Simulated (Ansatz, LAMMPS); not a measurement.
## Ionic liquid MMIM+ FSI- with water at 450 K (134 atoms) in motion

Wanted: a short trajectory of ionic liquid MMIM+ FSI- with water at 450 K (134 atoms) with its pair distributions.

Program: Ansatz 0.2.0. Level of theory: Kohn-Sham DFT, PBEsol, PAW (set soft_2), plane waves. Results are calculated unless marked as measured.

## Step 1: The structure

The cell holds 134 atoms: 25 C, 15 N, 51 H, 10 S, 23 O and 10 F. Its edges and angles: a = 11.759 Å, b = 11.759 Å, c = 11.759 Å, α = 90.0°, β = 90.0°, γ = 90.0°. 5 MMIM+, 5 FSI-, 3 H2O placed at random, at 1.47 g/cm³; overlaps pushed apart, then 10 ps at 700 K with MMFF94 bonds, angles, torsions, charges and radii (Halgren, J. Comput. Chem. 17, 490 (1996)) in harmonic and 12-6 forms; SPC/E water (Berendsen, Grigera and Straatsma, J. Phys. Chem. 91, 6269 (1987)); charges of ions scaled by 0.8. Snapshot after 30 ps at 450 K and fixed volume.

What the set-up can't give: The network of contacts between molecules at the start is that of the classical potential that made the cell. The functional has no dispersion term, which matters for the binding between molecules or layers. The density was typed from a rule of thumb and may lie off the real one at this temperature. The Brillouin zone is sampled at Γ only, in a cell whose shortest periodic width is 12 Å.

## Step 2: Single point at the start

A single point comes first, to see the forces before anything moves.

input.yaml reads:

```yaml
crystal:
  lattice:
    - [11.75894, 0.0, 0.0]
    - [0.0, 11.75894, 0.0]
    - [0.0, 0.0, 11.75894]
  atoms:
    - { symbol: C, position: [0.21966, 0.7641, 0.93053] }
    - { symbol: "N", position: [0.32254, 0.75953, 0.85885] }
    - { symbol: C, position: [0.32739, 0.71107, 0.75423] }
    - { symbol: C, position: [0.42214, 0.75485, 0.70423] }
    [... 124 atom lines left out ...]
    - { symbol: O, position: [0.62295, 0.95831, 0.96235] }
    - { symbol: H, position: [0.59515, 0.93036, 0.0377] }
    - { symbol: H, position: [0.67659, 0.90135, 0.92903] }
    - { symbol: O, position: [0.74527, 0.75569, 0.89249] }
    - { symbol: H, position: [0.80748, 0.70231, 0.91512] }
    - { symbol: H, position: [0.67824, 0.7444, 0.9436] }
kpoints:
  mp_grid: { grid: [1, 1, 1] }
hamiltonian:
  xc: pbesol
scf:
  occupations: { method: fixed }
output:
  forces: true
```

The run is started by

```bash
$ ansatz run input.yaml --threads 4 --pin off --max-ram 8192MiB --backend cpu --events-out ev --progress --plain --runs-dir out
```

The job ended after 12 s (4 threads of Arm Neoverse V2, shared host; peak memory 1.9 GiB).

Read from the output:

```
free energy            : -42375.5298 eV
free energy per atom   : -316.2353 eV/atom
SCF cycles             : 11
r.m.s. force component : 1.154 eV/Å
longest force          : 7.267 eV/Å
Fermi energy           : 0.1238 eV
```

The r.m.s. force component of 1.2 eV/Å sets the starting point.

Neighbours are counted within 1.34 Å (H-C), 1.21 Å (H-O), 1.77 Å (C-C), 1.79 Å (C-N), 1.93 Å (O-S), 2.02 Å (N-S), 1.98 Å (F-S).

Length of the force by element and coordination:

```
element  coordination  atoms  mean length of the force (eV/Å)  spread  least   most
      C           all     25                             1.95   0.785  0.454   4.32
      C             3     15                             2.19   0.777   1.20   4.32
      C             4     10                             1.60   0.653  0.454   2.43
      F           all     10                             1.34   0.976  0.445   3.74
      H           all     51                             1.03   0.482  0.147   2.51
      N           all     15                             2.08   0.964  0.413   3.59
      N             2      5                             1.93   0.849   1.00   3.23
      N             3     10                             2.15    1.01  0.413   3.59
      O           all     23                             1.46   0.871  0.133   3.51
      O             1     20                             1.64   0.786  0.608   3.51
      O             2      3                            0.247  0.0897  0.133  0.352
      S           all     10                             3.98    1.67  0.511   7.27
```

## Step 3: Dynamics at 450 K

A Nosé–Hoover thermostat steers the temperature while disturbing the dynamics little. The time step is 0.5 fs, short enough for the stretching of bonds to hydrogen.

input.yaml: that of step 2 with these lines changed.

```diff
@@ -15 +15,8 @@
   forces: true
+md:
+  timestep: 0.5
+  n_steps: 280
+  ensemble: nvt_nose_hoover
+  temperature: 450
+  initial_velocities: maxwell_boltzmann
+  seed: 2672
```

Elapsed: 31 min, on 4 threads; peak memory 1.9 GiB.

The program notes that it switched symmetry off.

The trajectory, sampled:

```
time (fs)  T (K)  potential (meV/atom)  conserved (meV/atom)
      0.0    450                   0.0                  0.00
      9.5    526                  -9.7                  0.00
     18.5    540                 -11.7                  0.01
     28.0    497                  -6.6                  0.02
     37.5    546                 -13.4                  0.01
     46.5    590                 -19.9                  0.00
     56.0    485                  -7.7                  0.00
     65.5    521                 -13.5                  0.01
     74.5    515                 -14.1                 -0.01
     84.0    463                  -8.7                 -0.02
     93.5    507                 -15.7                 -0.01
    102.5    472                 -12.3                  0.01
    112.0    470                 -13.0                  0.02
    121.5    514                 -19.7                 -0.02
    130.5    488                 -17.1                 -0.02
    140.0    490                 -18.2                  0.00
```

Mean square displacement from the first frame to the last: C 0.46 Å², N 0.25 Å², H 1.7 Å², S 0.16 Å², O 0.61 Å², F 0.61 Å².

Mean square displacement against time lag:

```
time lag (fs)   C (Å²)   F (Å²)   H (Å²)   N (Å²)   O (Å²)   S (Å²)
          0.5   2.5e-5   2.0e-5   2.6e-4   2.8e-5   2.4e-5   1.1e-5
          3.0   8.7e-4   7.2e-4  0.00875   9.8e-4   8.4e-4   4.0e-4
          6.0  0.00323  0.00281   0.0285  0.00373  0.00329  0.00153
          9.0  0.00666  0.00617   0.0515  0.00777  0.00710  0.00319
         12.0   0.0108   0.0107   0.0772   0.0125   0.0121  0.00514
         14.5   0.0145   0.0151   0.0986   0.0167   0.0169  0.00684
         17.5   0.0191   0.0212    0.119   0.0216   0.0234  0.00885
         20.5   0.0239   0.0278    0.135   0.0264   0.0306   0.0108
         23.5   0.0290   0.0349    0.155   0.0312   0.0385   0.0128
         26.5   0.0346   0.0423    0.178   0.0359   0.0472   0.0148
         29.0   0.0396   0.0487    0.198   0.0397   0.0550   0.0165
         32.0   0.0458   0.0566    0.223   0.0441   0.0651   0.0186
         35.0   0.0524   0.0648    0.251   0.0481   0.0757   0.0207
         38.0   0.0591   0.0733    0.279   0.0516   0.0868   0.0228
         41.0   0.0661   0.0821    0.305   0.0546   0.0981   0.0249
         43.5   0.0721   0.0898    0.327   0.0569    0.108   0.0267
         46.5   0.0797   0.0996    0.359   0.0599    0.120   0.0290
         49.5   0.0876    0.110    0.394   0.0633    0.132   0.0316
         52.5   0.0958    0.121    0.430   0.0674    0.144   0.0346
         55.5    0.104    0.132    0.469   0.0723    0.157   0.0379
         58.0    0.111    0.142    0.504   0.0769    0.169   0.0410
         61.0    0.120    0.154    0.545   0.0833    0.183   0.0450
         64.0    0.129    0.166    0.583   0.0901    0.197   0.0493
         67.0    0.139    0.179    0.625   0.0974    0.212   0.0537
         70.0    0.148    0.193    0.667    0.105    0.227   0.0581
```

The drift taken off is the plain mean over atoms, not the centre of mass, so with hydrogen in the cell the heavy atoms' values at short lags are too large.

Over the second half of 140 fs the temperature averages 488 K with swings of 21 K r.m.s. The conserved energy stays within 0.05 meV/atom. From first frame to last H has the largest mean square displacement, 1.7 Å² at the end; the farthest move is 2.92 Å. The run spans 0.14 ps, too short for its means to be equilibrium values.

## Step 4: Local order late in the run

The g(r) is a mean over the second half; what follows it is taken at the last frame.

Bonds before and after, by the cutoffs listed below:

```
pair  bonds before  bonds after  mean before (Å)  mean after (Å)  spread before (Å)  spread after (Å)
 H-C            45           45            1.095           1.099              0.030             0.034
 H-O             6            6            1.000           0.980              0.000             0.021
 C-C             5            5            1.370           1.351              0.023             0.020
 C-N            30           30            1.388           1.405              0.057             0.061
 O-S            20           20            1.447           1.439              0.028             0.029
 N-S            10           10            1.573           1.571              0.028             0.029
 F-S            10           10            1.595           1.622              0.036             0.054
```

Density 1.47 g/cm³, 12.13 Å³ an atom.

Mean of 14 frames. g(r), total and by pair (bins of 0.2 Å):

```
r (Å)  total   H-H    H-C   H-O   H-N   H-F   H-S
 0.90   0.37  0.00   0.00  2.83  0.00  0.00  0.00
 1.10   2.76  0.00  18.90  0.60  0.00  0.00  0.00
 1.30   0.89  0.02   0.05  0.00  0.00  0.00  0.00
 1.50   1.49  0.51   0.00  0.00  0.00  0.00  0.00
 1.70   0.68  2.71   0.00  0.14  0.00  0.00  0.00
 1.90   0.42  2.08   0.00  0.70  0.37  0.00  0.00
 2.10   1.02  0.31   0.31  0.51  7.88  0.26  0.00
 2.30   0.84  0.66   0.75  0.90  1.16  0.94  0.00
 2.50   1.09  0.91   0.49  0.99  0.03  1.02  0.00
 2.70   0.66  1.07   1.23  0.91  0.08  1.02  0.32
 2.90   0.79  1.04   1.84  0.96  0.11  1.03  0.49
 3.10   0.86  0.93   1.41  1.11  0.31  1.09  1.19
 3.30   1.16  1.01   2.21  1.12  1.19  0.81  1.14
 3.50   0.91  1.10   0.71  1.07  0.67  0.96  1.05
 3.70   1.02  1.03   0.79  1.21  0.93  1.03  1.25
 3.90   1.06  1.08   1.08  1.01  1.26  1.12  1.15
 4.10   1.04  0.91   1.04  0.97  1.63  1.11  1.16
 4.30   1.04  1.08   1.10  1.07  1.29  0.87  1.12
 4.50   0.99  0.90   0.82  1.02  1.13  1.00  1.25
 4.70   1.00  0.84   0.98  0.86  1.09  1.09  1.06
 4.90   1.04  0.95   0.95  1.01  0.98  0.82  1.23
 5.10   1.00  0.96   0.94  0.99  1.05  0.95  1.06
 5.30   0.98  1.06   0.80  1.06  1.02  1.08  1.19
 5.50   1.01  0.98   0.92  1.02  0.92  1.19  1.19
 5.70   1.04  1.02   0.90  1.00  0.83  1.17  1.16
```

Bonds by pair of elements; cutoffs follow the first minimum of g(r), held within bounds set by covalent radii, and pairs that aren't listed don't count as bonded:

```
pair A-B  cutoff (Å)  bonds  mean length (Å)  spread (Å)  shortest (Å)  B about A  A about B
     H-C        1.34     45             1.10       0.034          1.01      0.882        1.8
     H-O        1.21      6             0.98       0.021         0.946      0.118      0.261
     C-C        1.82      5             1.35        0.02          1.32        0.4        0.4
     C-N        1.79     30             1.41       0.061           1.3        1.2          2
     O-S        1.88     20             1.44       0.029          1.38       0.87          2
     N-S        2.08     10             1.57       0.029          1.52      0.667          1
     F-S        1.98     10             1.62       0.054          1.55          1          1
```

How many atoms have how many bonded neighbours:

```
element  mean   1  2   3   4
      C   3.4   0  0  15  10
      F     1  10  0   0   0
      H     1  51  0   0   0
      N  2.67   0  5  10   0
      O  1.13  20  3   0   0
      S     4   0  0   0  10
```

Bond angles, per cent of each kind in bins of 5°:

```
angle (°)  H-C-N  H-C-H  C-N-C  F-S-O  N-S-O
   95–100    0.0    3.3    0.0   20.0    0.0
  100–105   14.0   20.0    3.3   45.0   15.0
  105–110   20.0   30.0   30.0   25.0   20.0
  110–115   20.0   26.7    0.0   10.0   55.0
  115–120   14.0   20.0    6.7    0.0    5.0
  120–125   14.0    0.0   30.0    0.0    5.0
  125–130   16.0    0.0   23.3    0.0    0.0
  130–135    2.0    0.0    6.7    0.0    0.0
```

Bond angles (no mean is given where the spread exceeds 20°):

```
angle  count  mean (°)  spread (°)
H-C-N     50       115         8.5
H-C-H     30       109           5
C-N-C     30       119         9.3
F-S-O     20       103         4.2
N-S-O     20       112         4.9
```

Bond length by coordination (bonds to H left out):

```
element  coordination  atoms  mean bond length (Å)
      C             3     15                  1.36
      C             4     10                  1.48
      N             2      5                  1.57
      N             3     10                  1.41
      O             1     20                  1.44
```

Rings of the network by King's shortest-path rule, up to 12 atoms, one path for each pair of neighbours; H, halogens, alkali and alkaline-earth atoms are left out, and the last column divides by all other atoms, bonded or not:

```
ring size (atoms)  rings  per network atom
                5      5             0.068
```

With the cutoffs above, 60 % of C atoms have 3, all F atoms have 1, all H atoms have 1 and 67 % of N atoms have 3 bonded neighbours. The H-C-N angle averages 115° with a spread of 8°. All rings counted have 5 atoms.

## Step 5: Single point at the last frame

The last frame is solved again with fuller output, to read the electronic structure of a thermally displaced geometry.

input.yaml reads:

```yaml
crystal:
  lattice:
    - [11.75894, 0.0, 0.0]
    - [0.0, 11.75894, 0.0]
    - [0.0, 0.0, 11.75894]
  atoms:
    - { symbol: C, position: [0.21903, 0.67146, 0.85389] }
    - { symbol: "N", position: [0.31997, 0.71589, 0.7923] }
    - { symbol: C, position: [0.33184, 0.71384, 0.67771] }
    - { symbol: C, position: [0.42865, 0.76651, 0.64879] }
    [... 124 atom lines left out ...]
    - { symbol: O, position: [0.61001, 0.0034, 0.01295] }
    - { symbol: H, position: [0.59706, 0.95875, 0.08558] }
    - { symbol: H, position: [0.6908, 0.98363, 0.00119] }
    - { symbol: O, position: [0.81046, 0.82149, 0.97153] }
    - { symbol: H, position: [0.86713, 0.76224, 0.9753] }
    - { symbol: H, position: [0.74921, 0.77472, 0.00567] }
kpoints:
  mp_grid: { grid: [1, 1, 1] }
hamiltonian:
  xc: pbesol
scf:
  occupations: { method: fixed }
output:
  forces: true
  stress: true
  populations: intrinsic
  dos:
    method: { smearing: { sigma: 0.15 } }
    de: 0.1
    projected: { site_lists: { C: [C], F: [F], H: [H], "N": ["N"], O: [O] } }
  eigenvalues: true
  write_density: true
  write_potential: true
  volumetric_format: npy
```

Run time: 22 s. Hardware: 4 threads; peak memory 2.1 GiB; 83 s of CPU time.

The program notes that the exchange-correlation potential is rough where the density is thin.

Numbers from this run:

* free energy: -42377.9737 eV
* free energy per atom: -316.2535 eV/atom
* SCF cycles: 11
* pressure: -0.09791 GPa
* r.m.s. force component: 1.094 eV/Å
* longest force: 6.056 eV/Å
* Fermi energy: -0.09923 eV
* gap (highest filled to lowest empty level): 3.78 eV

Neighbours are counted within 1.34 Å (H-C), 1.21 Å (H-O), 1.82 Å (C-C), 1.79 Å (C-N), 1.88 Å (O-S), 2.08 Å (N-S), 1.98 Å (F-S), the cutoffs taken from the dynamics.

Length of the force by element and coordination:

```
element  coordination  atoms  mean length of the force (eV/Å)  spread  least  most
      C           all     25                              2.2    1.10  0.544  5.10
      C             3     15                             2.15    1.25  0.544  5.10
      C             4     10                             2.28   0.813  0.834  3.66
      F           all     10                            0.985   0.461  0.341  1.81
      H           all     51                            0.977   0.579  0.108  3.26
      N           all     15                             1.86   0.683  0.987  3.23
      N             2      5                             1.16   0.133  0.987  1.28
      N             3     10                             2.21   0.569   1.47  3.23
      O           all     23                             1.64   0.803  0.465  3.72
      O             1     20                             1.69   0.837  0.465  3.72
      O             2      3                             1.29   0.366  0.827  1.72
      S           all     10                             2.97    1.71   1.19  6.06
```

Intrinsic-atomic-orbital charges by element and coordination:

```
element  coordination  atoms  mean charge (e)  spread   least    most
      C           all     25           -0.221   0.185  -0.465  0.0342
      C             3     15           -0.076   0.066  -0.142  0.0342
      C             4     10           -0.438  0.0167  -0.465  -0.406
      F           all     10           -0.497  0.0234  -0.527  -0.449
      H           all     51             0.24  0.0573   0.181   0.415
      N           all     15           -0.357   0.512   -1.12  0.0237
      N             2      5            -1.08  0.0303   -1.12   -1.03
      N             3     10           0.0041   0.016  -0.029  0.0237
      O           all     23           -0.861  0.0296  -0.916  -0.800
      O             1     20           -0.869  0.0236  -0.916  -0.837
      O             2      3           -0.811  0.0116  -0.827  -0.800
      S           all     10             2.34  0.0474    2.26    2.41
```

Density of states as counts of states in windows of 1 eV (from the Fermi level), total and the larger projections:

```
from (eV)  to (eV)  total   O p   C p   F p  N p  H s  C s
      -14      -13   11.2   0.0   0.7   0.0  3.5  1.6  5.1
      -13      -12    6.1   0.1   0.1   0.2  2.0  0.6  1.7
      -12      -11   17.7   0.3   0.6   0.7  4.3  2.5  4.3
      -11      -10    3.7   0.0   1.2   0.0  1.3  0.4  0.6
      -10       -9   21.7   0.6   5.4   3.2  3.5  2.3  2.8
       -9       -8   14.8   1.1   1.6   4.5  1.3  0.9  0.6
       -8       -7   18.2   3.5   4.2   1.5  2.0  2.8  1.0
       -7       -6   40.2   9.9   7.4   4.5  6.3  2.7  0.4
       -6       -5   54.1   8.4  16.6   7.1  7.7  8.3  0.9
       -5       -4   45.0   9.0   9.3  16.6  2.5  4.4  0.3
       -4       -3   52.7  16.5  13.1   9.1  3.8  6.5  0.1
       -3       -2   35.5  23.4   1.7   3.2  3.7  0.7  0.1
       -2       -1   41.1  24.6   4.3   2.9  6.6  1.5  0.0
       -1        0   29.7  12.0   7.0   0.8  8.6  0.1  0.0
        0        1    1.5   0.6   0.5   0.0  0.2  0.0  0.0
        1        3    0.0   0.0   0.0   0.0  0.0  0.0  0.0
        3        4    4.6   0.0   2.4   0.0  1.5  0.3  0.1
        4        5   13.1   0.5   6.1   0.4  2.3  0.9  0.2
```

With fixed occupations the program's Fermi level is the highest filled level; weight inside the gap is the broadening of levels at its edges.

Between -26 and -14 eV lie 99 more states.

Not all projections were asked for or kept, so they needn't add up to the total.

The levels nearest the highest filled one (over half full), pooled over k-points and spins:

```
level less the highest filled one (eV)  occupation
                                 -0.35           2
                                -0.325           2
                                -0.295           2
                                -0.240           2
                               -0.0887           2
                                     0           2
                                  3.78           0
                                  3.96           0
                                  4.01           0
                                  4.07           0
                                  4.38           0
                                  4.50           0
```

Mean intrinsic-atomic-orbital charges: C -0.22, F -0.50, H +0.24, N -0.36, O -0.86, S +2.34 e. The largest share in the top eV of filled states is O p (41 % of the projected weight), and in the lowest eV of empty states C p (52 % of the projected weight).

## Step 6: What came out

```
mean temperature, second half                                : 488.3 K
temperature swing, second half                               : 20.71 K
slope of the conserved energy against time, by least squares : -0.1854 meV/atom/ps
free energy per atom                                         : -316.2535 eV/atom
pressure                                                     : -0.09791 GPa
r.m.s. force component                                       : 1.094 eV/Å
gap (highest filled to lowest empty level)             : 3.78 eV
wall time of the 3 DFT runs                                  : 32 min
```

Over the second half of 140 fs the temperature averages 488 K with swings of 21 K r.m.s. The conserved energy stays within 0.05 meV/atom. The run spans 0.14 ps, too short for its means to be equilibrium values. With the cutoffs above, 60 % of C atoms have 3, all F atoms have 1, all H atoms have 1 and 67 % of N atoms have 3 bonded neighbours. The highest filled and lowest empty levels differ by 3.78 eV (at Γ alone); a semilocal functional tends to put such gaps too low. In a disordered cell it changes from sample to sample and from frame to frame.

What to keep in mind: The network of contacts between molecules at the start is that of the classical potential that made the cell; DFT moved the atoms only locally, and no bond changed. The pressure of a single frame lacks the kinetic term, about 0.56 GPa here.

[Logs are printed without paths, hosts, clocks, repeated set-up lines and the standing remarks that a program may print on its own settings, such as how far it seeks lower states.]

[Hosts, paths, dates, database ids (printed as entryN), source tags and the programs' standing remarks are cut or masked in the printed files.]

[The MMFF94 radii named for the starting cell were scaled by 0.96; in molecules described by MMFF94, hydrogen bound to N, O or S took a small fixed 12-6 site in their place.]
